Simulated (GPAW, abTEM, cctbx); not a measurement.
# (CaO)3(YN)3: the scripts behind a bonding study

Short scripts, each with its output. The cell is a (CaO)3(YN)3 superlattice along [001] of the rock-salt type, started at the mean lattice constant and relaxed freely, with no substrate.

### 1. Build the all-electron density and subtract free atoms

```text
cell
1.0
     3.445063800    0.000000000    0.000000000
     0.000000000    3.445063800    0.000000000
     0.000000000    0.000000000   14.617367470
Y Ca O N
3 3 3 3
Direct
0.500000000 0.500000000 0.333001000
0.000000000 0.000000000 0.500000000
0.500000000 0.500000000 0.666999000
0.000000000 0.000000000 0.835024750
0.500000000 0.500000000 0.000000000
0.000000000 0.000000000 0.164975250
0.500000000 0.500000000 0.833680080
0.000000000 0.000000000 0.000000000
0.500000000 0.500000000 0.166319920
0.000000000 0.000000000 0.334203560
0.500000000 0.500000000 0.500000000
0.000000000 0.000000000 0.665796440
```

```python
import numpy as np
from ase.io import read
from ase.units import Bohr
from gpaw import GPAW, PW, FermiDirac
from gpaw.calculator import GPAW as OldGPAW
from gpaw.mpi import serial_comm, world
from scipy.special import erfc
from scipy.spatial import cKDTree

atoms = read("cell.vasp")
atoms.calc = GPAW(mode=PW(550), xc="PBE", kpts={"size": (7, 7, 2), "gamma": True},
                 occupations=FermiDirac(0.05), maxiter=120, symmetry={"tolerance": 1e-5}, txt="scf.txt")
atoms.get_potential_energy()
rho = atoms.calc.get_all_electron_density(gridrefinement=2)
moments = atoms.get_magnetic_moments() if atoms.calc.get_number_of_spins() == 2 else np.zeros(len(atoms))
total = atoms.get_magnetic_moment() if moments.any() else 0.0
if world.rank == 0:
    free = OldGPAW(mode=PW(550), xc="PBE", txt=None, communicator=serial_comm)
    neutral = atoms.copy()
    neutral.set_initial_magnetic_moments(None)
    free.initialize(neutral)
    free.set_positions(neutral)
    drho = rho - free.get_all_electron_density(gridrefinement=2)
    # GPAW starts from confined atoms: exchange their smooth part for that of the datasets' free atoms
    h = np.stack(np.meshgrid(*[np.fft.fftfreq(n, 1 / n) for n in drho.shape], indexing="ij"), -1)
    gabs = np.linalg.norm(h @ atoms.cell.reciprocal(), axis=-1)
    tails = np.fft.fftn(free.get_pseudo_density(gridrefinement=2))
    g, form, v0 = np.linspace(0, gabs.max(), 1500), {}, 0
    for e in set(atoms.symbols):
        idx = atoms.symbols.search(e)
        d = free.setups[idx[0]].data
        r, w = d.rgd.r_g * Bohr, d.rgd.r_g**2 * d.rgd.dr_g
        j0 = np.sinc(2 * g[:, None] * r)
        smooth = sum(f * p**2 for f, p in zip(d.f_j, d.phit_jg)) + np.sqrt(4 * np.pi) * d.nct_g
        full = sum(f * p**2 for f, p in zip(d.f_j, d.phi_jg)) + np.sqrt(4 * np.pi) * d.nc_g
        phase = sum(np.exp(-2j * np.pi * h @ s) for s in atoms.get_scaled_positions()[idx])
        tails -= np.interp(gabs, g, j0 @ (smooth * w)) * phase * drho.size / atoms.get_volume()
        form[e] = j0 @ (full * w)
        v0 += 2 * np.pi / 3 * 14.3996 * (full * w * r**2).sum() * len(idx)  # V A^3
    tails *= 0.5 * erfc((gabs - 1.8) / 0.25)  # the tails differ at long wavelengths alone
    drho += np.fft.ifftn(tails).real  # crystal minus superposed spherical free atoms
    np.save("drho.npy", drho)
    dv = atoms.get_volume() / drho.size
    print("grid", drho.shape, " electrons %.3f" % (rho.sum() * dv), " moved by bonding %.3f e" % (abs(drho).sum() * dv / 2))
    pts = np.indices(drho.shape).reshape(3, -1).T / drho.shape @ atoms.cell
    shifts = (np.indices((3, 3, 3)).reshape(3, -1).T - 1) @ atoms.cell
    images = (atoms.positions[None] + shifts[:, None]).reshape(-1, 3)
    dist, idx = cKDTree(images).query(pts, k=4)
    out = drho.ravel()[dist[:, 0] > 0.5]
    print("deformation density beyond 0.5 A of the nuclei: max %.3f, min %.3f e/A^3" % (out.max(), out.min()))
    tie = dist < dist[:, :1] + 1e-4
    q = -np.bincount((idx % len(atoms))[tie], (drho.ravel()[:, None] / tie.sum(1, keepdims=True) * tie)[tie], len(atoms)) * dv
    print("atom        x       y       z   Voronoi charge  moment")
    for a, s, c, m in zip(atoms, atoms.get_scaled_positions(), q, moments):
        print("%-2s%-3d %7.4f %7.4f %7.4f %10.3f %10.2f" % (a.symbol, a.index + 1, *s, c, m))
    np.savez("free.npz", g=g, **form)
    print("mean inner potential of superposed free atoms %.3f V" % (v0 / atoms.get_volume()))
    print("total magnetic moment %.3f muB" % total)
```

```console
$ OMP_NUM_THREADS=1 mpirun -n 4 gpaw python run.py > gpaw.log
```

```text
grid (40, 40, 160)  electrons 222.000  moved by bonding 3.466 e
deformation density beyond 0.5 A of the nuclei: max 0.162, min -0.068 e/A^3
atom        x       y       z   Voronoi charge  moment
Y 1    0.5000  0.5000  0.3330      0.471       0.00
Y 2    0.0000  0.0000  0.5000      0.454       0.00
Y 3    0.5000  0.5000  0.6670      0.471       0.00
Ca4    0.0000  0.0000  0.8350      0.298       0.00
Ca5    0.5000  0.5000  0.0000      0.334       0.00
Ca6    0.0000  0.0000  0.1650      0.298       0.00
O 7    0.5000  0.5000  0.8337     -0.303       0.00
O 8    0.0000  0.0000  0.0000     -0.311       0.00
O 9    0.5000  0.5000  0.1663     -0.303       0.00
N 10   0.0000  0.0000  0.3342     -0.478       0.00
N 11   0.5000  0.5000  0.5000     -0.450       0.00
N 12   0.0000  0.0000  0.6658     -0.478       0.00
mean inner potential of superposed free atoms 21.349 V
total magnetic moment 0.000 muB
```

Time: 35 s on 4 cores of Arm Neoverse V2 (shared host), peak memory 1.2 GiB.

### 2. Fourier-transform the difference

```python
from cctbx import adptbx, crystal, miller, xray
from cctbx.eltbx import tiny_pse
import numpy as np

cs = crystal.symmetry(unit_cell=(3.4451, 3.4451, 14.6174, 90, 90, 90), space_group_symbol='Hall: -P 4 2')  # P4/mmm
atoms = [  # label, site, U (iso, or U11 U22 U33 U12 U13 U23 in A^2), occupancy
    ("Y1", (0.5, 0.5, 0.333), 0.0000, 1),
    ("Y2", (0, 0, 0.5), 0.0000, 1),
    ("Ca1", (0, 0, 0.83502), 0.0000, 1),
    ("Ca2", (0.5, 0.5, 0), 0.0000, 1),
    ("O1", (0.5, 0.5, 0.83368), 0.0000, 1),
    ("O2", (0, 0, 0), 0.0000, 1),
    ("N1", (0, 0, 0.3342), 0.0000, 1),
    ("N2", (0.5, 0.5, 0.5), 0.0000, 1),
]
xs = xray.structure(crystal_symmetry=cs)
for label, site, u, occ in atoms:
    u = adptbx.u_cif_as_u_star(cs.unit_cell(), u) if isinstance(u, tuple) else u
    xs.add_scatterer(xray.scatterer(label, site=site, u=u, occupancy=occ))
xs.scattering_type_registry(table="wk1995")
drho = np.load("drho.npy")
T = np.array([[1, 0, 0], [0, 1, 0], [0, 0, 1]])  # conventional axes in terms of the primitive ones
dF = np.fft.ifftn(drho) * 173.48571  # electrons a conventional cell, indexed by primitive hkl
ms = miller.build_set(cs, anomalous_flag=False, d_min=0.9).sort("resolution")
iam = ms.structure_factors_from_scatterers(xs, algorithm="direct").f_calc()
p1 = xs.expand_to_p1()
z = np.array([tiny_pse.table(sc.scattering_type).atomic_number() for sc in p1.scatterers()])
x = np.array(p1.sites_frac())
free = np.load("free.npz")
print("static structure factors of the conventional cell: F in electrons, V (Mott-Bethe) in volts")
print("   h  k  l      d  |F| table  |F| free   |F| DFT   change   |V| free  |V| DFT  change %")
for h, d, table in list(zip(ms.indices(), ms.d_spacings().data(), iam.data()))[:16]:
    df = dF[tuple(np.rint(np.linalg.solve(T, h)).astype(int))]
    phase = np.exp(2j * np.pi * x @ h)
    f = sum(np.interp(1 / d, free["g"], free[sc.scattering_type]) * p for sc, p in zip(p1.scatterers(), phase))
    fz = (z * phase).sum()
    c = 14.3996 * d * d / (np.pi * cs.unit_cell().volume())
    v0, v1 = abs(fz - f) * c, abs(fz - f - df) * c
    print("%4d%3d%3d %7.4f %9.3f %9.3f %9.3f %8.3f %9.3f %8.3f %8s" % (h + (d, abs(table), abs(f), abs(f + df), abs(f + df) - abs(f), v0, v1, "%.1f" % (100 * (v1 / v0 - 1)) if v0 > 0.02 else "-")))
```

```console
$ python run.py
```

```text
static structure factors of the conventional cell: F in electrons, V (Mott-Bethe) in volts
   h  k  l      d  |F| table  |F| free   |F| DFT   change   |V| free  |V| DFT  change %
   0  0  1 14.6174    35.256    35.250    35.294    0.045     1.572    1.320    -16.0
   0  0  2  7.3087     0.596     0.598     0.611    0.013     0.072    0.054    -25.9
   0  0  3  4.8725    16.939    16.932    16.976    0.044     0.681    0.653     -4.0
   0  0  4  3.6543     0.992     0.992     1.045    0.053     0.097    0.078    -19.3
   1  0  0  3.4451    18.330    18.332    18.119   -0.213     0.523    0.590     12.8
   1  0  1  3.3532     0.093     0.094     0.093   -0.002     0.010    0.011        -
   1  0  2  3.1163    36.998    36.983    36.751   -0.232     1.055    1.114      5.6
   0  0  5  2.9235    33.316    33.335    33.260   -0.076     1.141    1.158      1.5
   1  0  3  2.8130   106.851   107.051   105.087   -1.964     5.212    5.622      7.9
   1  0  4  2.5068    33.256    33.182    33.056   -0.127     0.773    0.794      2.7
   0  0  6  2.4362   163.692   163.473   165.785    2.311     9.162    8.800     -4.0
   1  1  0  2.4361   163.755   163.537   165.813    2.277     9.166    8.809     -3.9
   1  1  1  2.4029    29.965    29.962    29.758   -0.204     0.849    0.880      3.7
   1  1  2  2.3111     0.417     0.416     0.436    0.020     0.033    0.030     -8.6
   1  0  5  2.2291     0.438     0.440     0.407   -0.032     0.031    0.035     13.7
   1  1  3  2.1789    14.856    14.855    14.742   -0.113     0.397    0.411      3.6
```

Time: 0.22 s on 1 core of Arm Neoverse V2 (shared host), peak memory 0.09 GiB.

### 3. Propagate a plane wave with and without the bonding term

```python
import abtem
import numpy as np
from ase.build import make_supercell
from ase.io import read

abtem.config.set({"dask.lazy": False, "fft": "fftw", "diagnostics.progress_bar": False})
M = [[0, 1, 0], [0, 0, 1], [1, 0, 0]]  # rows: x, y and beam direction in the primitive cell's axes
unit = make_supercell(read("cell.vasp"), M)
unit.set_cell(list(unit.cell.lengths()) + [90, 90, 90], scale_atoms=True)
unit.positions[:, 2] += 0.8613  # keeps atomic planes off the slice boundaries
unit.wrap()
slab = unit * (1, 1, 168)
print(slab.get_chemical_formula(), "| box %.2f x %.2f x %.2f A" % tuple(slab.cell.lengths()))

# change of the potential by bonding, from the DFT deformation density (Poisson's equation term by term)
drho = np.load("drho.npy")
prim = read("cell.vasp")
h = np.stack(np.meshgrid(*[np.fft.fftfreq(n, 1 / n) for n in drho.shape], indexing="ij"), -1).reshape(-1, 3).astype(int)
g2 = ((h @ prim.cell.reciprocal()) ** 2).sum(1)
keep = (g2 > 0) & (g2 < 2.5**2)
shape = (99, 418, 20)
vg = np.zeros(shape, complex)
hm = h[keep] @ np.array(M).T
move = np.exp(-2j * np.pi * hm[:, 2] * (0.8613 / unit.cell[2, 2] - 0.5 / shape[2]))  # the same shift, sampled at mid-points
vg[tuple(hm.T % np.array(shape)[:, None])] = -14.3996 / np.pi * (np.fft.fftn(drho).ravel() / drho.size)[keep] / g2[keep] * move
dV = np.fft.ifftn(vg).real * vg.size
dV = dV.reshape(99, 418, 2, 10).mean(3) * unit.cell[2, 2] / 2  # V A, projected in each slice
dV = np.tile(dV.transpose(2, 0, 1), (168, 1, 1))


def build(atoms):
    p = abtem.Potential(atoms, gpts=(99, 418), slice_thickness=[slab.cell[2, 2] / 336] * 336,
                        parametrization="lobato", projection="infinite", exit_planes=28).build()
    p.array[:] += BONDING * dV
    return p


def potentials():
    yield build(slab)  # atoms at rest


for label, BONDING in (("IAM", 0.0), ("DFT", 1.0)):
    print("=====", label)
    potential = build(slab)
    print("grid", potential.gpts, "slices", potential.num_slices)
    thickness = potential.exit_thicknesses
    wave = abtem.PlaneWave(energy=100000)
    dp = np.mean([wave.multislice(p).diffraction_patterns(max_angle="valid").array for p in potentials()], axis=0)
    hkl = [(0, 0, 0), (0, 0, 1), (0, 0, 2), (0, 0, 3), (0, 1, 0), (0, 1, 1), (0, 1, 2)]
    nx, ny = dp.shape[-2:]
    print("intensity of each beam, fraction of the incident wave")
    print("  t (A)" + "".join("%9s" % " ".join(map(str, h)) for h in hkl) + "  diffuse    total")
    grid = np.zeros((nx, ny), bool)
    grid[nx // 2 % 1::1, ny // 2 % 1::1] = True
    for t, a in list(zip(thickness, dp))[1:]:
        idx = [np.rint(np.array(M) @ np.linalg.solve([[1, 0, 0], [0, 1, 0], [0, 0, 1]], h)).astype(int) for h in hkl]
        print("%7.1f" % t + "".join("%9.5f" % a[nx // 2 + i[0] * 1, ny // 2 + i[1] * 1] for i in idx) + "%9.4f%9.4f" % (a[~grid].sum(), a.sum()))
```

```console
$ python run.py
```

```text
Ca504N504O504Y504 | box 3.45 x 14.62 x 578.77 A
===== IAM
grid (99, 418) slices 336
intensity of each beam, fraction of the incident wave
  t (A)    0 0 0    0 0 1    0 0 2    0 0 3    0 1 0    0 1 1    0 1 2  diffuse    total
   48.2  0.57592  0.00431  0.00002  0.00112  0.00106  0.00000  0.00374   0.0000   0.9937
   96.5  0.36240  0.01632  0.00001  0.00196  0.00099  0.00000  0.00339   0.0000   0.9883
  144.7  0.28764  0.00622  0.00001  0.00034  0.00032  0.00000  0.00052   0.0000   0.9860
  192.9  0.10841  0.01258  0.00007  0.00200  0.00425  0.00000  0.01056   0.0000   0.9831
  241.2  0.08227  0.00483  0.00006  0.00005  0.00161  0.00001  0.00308   0.0000   0.9793
  289.4  0.28238  0.00433  0.00004  0.00150  0.00330  0.00009  0.00482   0.0000   0.9758
  337.6  0.49449  0.00559  0.00028  0.00059  0.00153  0.00029  0.00860   0.0000   0.9744
  385.8  0.41475  0.01680  0.00059  0.00320  0.00168  0.00036  0.00200   0.0000   0.9699
  434.1  0.51243  0.05525  0.00029  0.00558  0.00316  0.00057  0.01089   0.0000   0.9651
  482.3  0.46501  0.03304  0.00008  0.00318  0.00347  0.00048  0.00492   0.0000   0.9623
  530.5  0.25294  0.05316  0.00010  0.00653  0.00965  0.00059  0.02394   0.0000   0.9577
  578.8  0.22810  0.03384  0.00005  0.00077  0.00602  0.00057  0.01884   0.0000   0.9541
===== DFT
grid (99, 418) slices 336
intensity of each beam, fraction of the incident wave
  t (A)    0 0 0    0 0 1    0 0 2    0 0 3    0 1 0    0 1 1    0 1 2  diffuse    total
   48.2  0.59018  0.00493  0.00001  0.00120  0.00097  0.00000  0.00351   0.0000   0.9937
   96.5  0.42741  0.01310  0.00000  0.00188  0.00121  0.00001  0.00350   0.0000   0.9883
  144.7  0.38924  0.00425  0.00000  0.00041  0.00033  0.00000  0.00022   0.0000   0.9861
  192.9  0.17982  0.01723  0.00003  0.00306  0.00376  0.00001  0.00785   0.0000   0.9832
  241.2  0.12986  0.00914  0.00003  0.00054  0.00113  0.00003  0.00135   0.0000   0.9789
  289.4  0.28981  0.00077  0.00004  0.00052  0.00295  0.00010  0.00336   0.0000   0.9754
  337.6  0.40599  0.00293  0.00033  0.00007  0.00128  0.00021  0.00510   0.0000   0.9735
  385.8  0.41015  0.00309  0.00059  0.00126  0.00221  0.00034  0.00236   0.0000   0.9674
  434.1  0.62132  0.01435  0.00057  0.00185  0.00358  0.00051  0.00985   0.0000   0.9619
  482.3  0.52520  0.00865  0.00025  0.00210  0.00314  0.00058  0.00356   0.0000   0.9582
  530.5  0.41831  0.03820  0.00005  0.00650  0.00796  0.00058  0.01683   0.0000   0.9529
  578.8  0.43981  0.01986  0.00014  0.00168  0.00371  0.00042  0.00848   0.0000   0.9481
```

Time: 16 s.

### 4. Scan a probe

```python
import abtem
import numpy as np
from ase.build import make_supercell
from ase.io import read

abtem.config.set({"dask.lazy": False, "fft": "fftw", "diagnostics.progress_bar": False})
M = [[0, 1, 0], [0, 0, 1], [1, 0, 0]]  # rows: x, y and beam direction in the primitive cell's axes
unit = make_supercell(read("cell.vasp"), M)
unit.set_cell(list(unit.cell.lengths()) + [90, 90, 90], scale_atoms=True)
unit.positions[:, 2] += 0.8613  # keeps atomic planes off the slice boundaries
unit.wrap()
slab = unit * (4, 2, 8)
print(slab.get_chemical_formula(), "| box %.2f x %.2f x %.2f A" % tuple(slab.cell.lengths()))

# change of the potential by bonding, from the DFT deformation density (Poisson's equation term by term)
drho = np.load("drho.npy")
prim = read("cell.vasp")
h = np.stack(np.meshgrid(*[np.fft.fftfreq(n, 1 / n) for n in drho.shape], indexing="ij"), -1).reshape(-1, 3).astype(int)
g2 = ((h @ prim.cell.reciprocal()) ** 2).sum(1)
keep = (g2 > 0) & (g2 < 2.5**2)
shape = (25, 105, 20)
vg = np.zeros(shape, complex)
hm = h[keep] @ np.array(M).T
move = np.exp(-2j * np.pi * hm[:, 2] * (0.8613 / unit.cell[2, 2] - 0.5 / shape[2]))  # the same shift, sampled at mid-points
vg[tuple(hm.T % np.array(shape)[:, None])] = -14.3996 / np.pi * (np.fft.fftn(drho).ravel() / drho.size)[keep] / g2[keep] * move
dV = np.fft.ifftn(vg).real * vg.size
dV = dV.reshape(25, 105, 2, 10).mean(3) * unit.cell[2, 2] / 2  # V A, projected in each slice
dV = np.tile(dV.transpose(2, 0, 1), (8, 4, 2))


def build(atoms):
    p = abtem.Potential(atoms, gpts=(100, 210), slice_thickness=[slab.cell[2, 2] / 16] * 16,
                        parametrization="lobato", projection="infinite", exit_planes=8).build()
    p.array[:] += BONDING * dV
    return p


sigmas = {'Y': 0.072, 'Ca': 0.081, 'O': 0.092, 'N': 0.093}  # r.m.s. displacement along each axis, A
u = np.array([sigmas[s] for s in slab.symbols])[:, None]
rng = np.random.default_rng(80)


def potentials():
    for _ in range(2):  # frozen phonons, one configuration at a time
        atoms = slab.copy()
        atoms.positions += u * rng.standard_normal((len(atoms), 3))
        atoms.wrap()
        yield build(atoms)


for label, BONDING in (("IAM", 0.0), ("DFT", 1.0)):
    print("=====", label)
    rng = np.random.default_rng(80)  # the same displacements for both
    potential = build(slab)
    print("grid", potential.gpts, "slices", potential.num_slices)
    thickness = potential.exit_thicknesses
    probe = abtem.Probe(energy=100000, semiangle_cutoff=25)
    probe.grid.match(potential)
    print("wavelength %.5f A, largest angle on the grid %.0f mrad" % (probe.wavelength, min(probe.cutoff_angles)))
    detectors = {"ABF": (12, 25), "BF": (0, 12), "LAADF": (30, 80)}  # mrad
    columns = [  # name, x, y (A)
        ("Y", 1.723, 4.868),
        ("Ca", 0.000, 12.206),
        ("Ca_b", 1.723, 0.000),
        ("O", 1.723, 12.186),
        ("N", 0.000, 4.885),
        ("N_b", 1.723, 7.309),
        ("void", 0.861, 10.963),
    ]
    scan = abtem.GridScan(start=(0.0000, 0.0000), end=(3.4451, 14.6174), gpts=(10, 41), endpoint=False)
    dets = [abtem.AnnularDetector(*v) for v in detectors.values()] + [abtem.PixelatedDetector(max_angle=38)]
    runs = [probe.scan(p, scan=scan, detectors=dets, max_batch=32) for p in potentials()]
    out = [sum(x[1:], x[0]) / len(x) for x in zip(*runs)]
    images = dict(zip(detectors, out))
    images["iCOM"] = out[-1].center_of_mass().integrate_gradient()
    np.save(label + "_pacbed.npy", out[-1].array.mean(axis=(1, 2)))
    print("PACBED pixel %.3f x %.3f mrad" % out[-1].angular_sampling)
    for name, im in images.items():
        im = im.interpolate(sampling=0.1, boundary="periodic").gaussian_filter(0.35)
        np.save(label + "_" + name + ".npy", im.array)
        print(name, "signal at the columns" + (", fraction of the beam" if name in detectors else ""))
        print("  t (A)     mean" + "".join("%10s" % c[0][:9] for c in columns))
        for t, a in list(zip(thickness, im.array))[1:]:
            at = [a[round((x - 0.0000) / im.sampling[0]) % a.shape[0], round((y - 0.0000) / im.sampling[1]) % a.shape[1]] for _, x, y in columns]
            print("%7.1f %8.5f" % (t, a.mean()) + "".join("%10.5f" % v for v in at))
```

```console
$ python run.py
```

```text
Ca192N192O192Y192 | box 13.78 x 29.23 x 27.56 A
===== IAM
grid (100, 210) slices 16
wavelength 0.03701 A, largest angle on the grid 89 mrad
PACBED pixel 2.686 x 1.266 mrad
ABF signal at the columns, fraction of the beam
  t (A)     mean         Y        Ca      Ca_b         O         N       N_b      void
   13.8  0.71057   0.53917   0.65557   0.64927   0.71888   0.71690   0.71267   0.73012
   27.6  0.66225   0.40105   0.52308   0.51699   0.66794   0.66217   0.65584   0.70264
BF signal at the columns, fraction of the beam
  t (A)     mean         Y        Ca      Ca_b         O         N       N_b      void
   13.8  0.23743   0.18393   0.22724   0.23313   0.24931   0.24997   0.25308   0.24723
   27.6  0.22213   0.11043   0.20986   0.22261   0.26122   0.26310   0.26828   0.24189
LAADF signal at the columns, fraction of the beam
  t (A)     mean         Y        Ca      Ca_b         O         N       N_b      void
   13.8  0.03305   0.18604   0.07925   0.07803   0.02133   0.02211   0.02310   0.01239
   27.6  0.06769   0.26794   0.15309   0.14766   0.04566   0.04768   0.04975   0.03173
iCOM signal at the columns
  t (A)     mean         Y        Ca      Ca_b         O         N       N_b      void
   13.8  0.04489   0.10417   0.07853   0.08028   0.04494   0.04929   0.04718   0.02806
   27.6  0.04489   0.13128   0.10942   0.11253   0.04747   0.05931   0.04988   0.01133
===== DFT
grid (100, 210) slices 16
wavelength 0.03701 A, largest angle on the grid 89 mrad
PACBED pixel 2.686 x 1.266 mrad
ABF signal at the columns, fraction of the beam
  t (A)     mean         Y        Ca      Ca_b         O         N       N_b      void
   13.8  0.71044   0.53740   0.65468   0.64838   0.72039   0.71818   0.71392   0.72994
   27.6  0.66221   0.39949   0.52102   0.51489   0.67311   0.66729   0.66072   0.70195
BF signal at the columns, fraction of the beam
  t (A)     mean         Y        Ca      Ca_b         O         N       N_b      void
   13.8  0.23743   0.18403   0.22740   0.23323   0.24876   0.24952   0.25253   0.24747
   27.6  0.22209   0.11043   0.21032   0.22299   0.25902   0.26066   0.26571   0.24284
LAADF signal at the columns, fraction of the beam
  t (A)     mean         Y        Ca      Ca_b         O         N       N_b      void
   13.8  0.03309   0.18689   0.07952   0.07834   0.02073   0.02166   0.02270   0.01240
   27.6  0.06770   0.26883   0.15359   0.14820   0.04401   0.04643   0.04863   0.03172
iCOM signal at the columns
  t (A)     mean         Y        Ca      Ca_b         O         N       N_b      void
   13.8  0.04497   0.10512   0.07985   0.08201   0.04357   0.04629   0.04403   0.02888
   27.6  0.04497   0.13292   0.11187   0.11577   0.04472   0.05361   0.04390   0.01280
```

Time: 17 s.

[Outputs are excerpts: Python notices, other lines and further rows are left out; steps that failed or that the build refused (PBEsol, TPSS) are not shown.]

[Logs are printed without paths, hosts, clocks, repeated set-up lines and the standing remarks that a program may print on its own settings, such as how far it seeks lower states.]
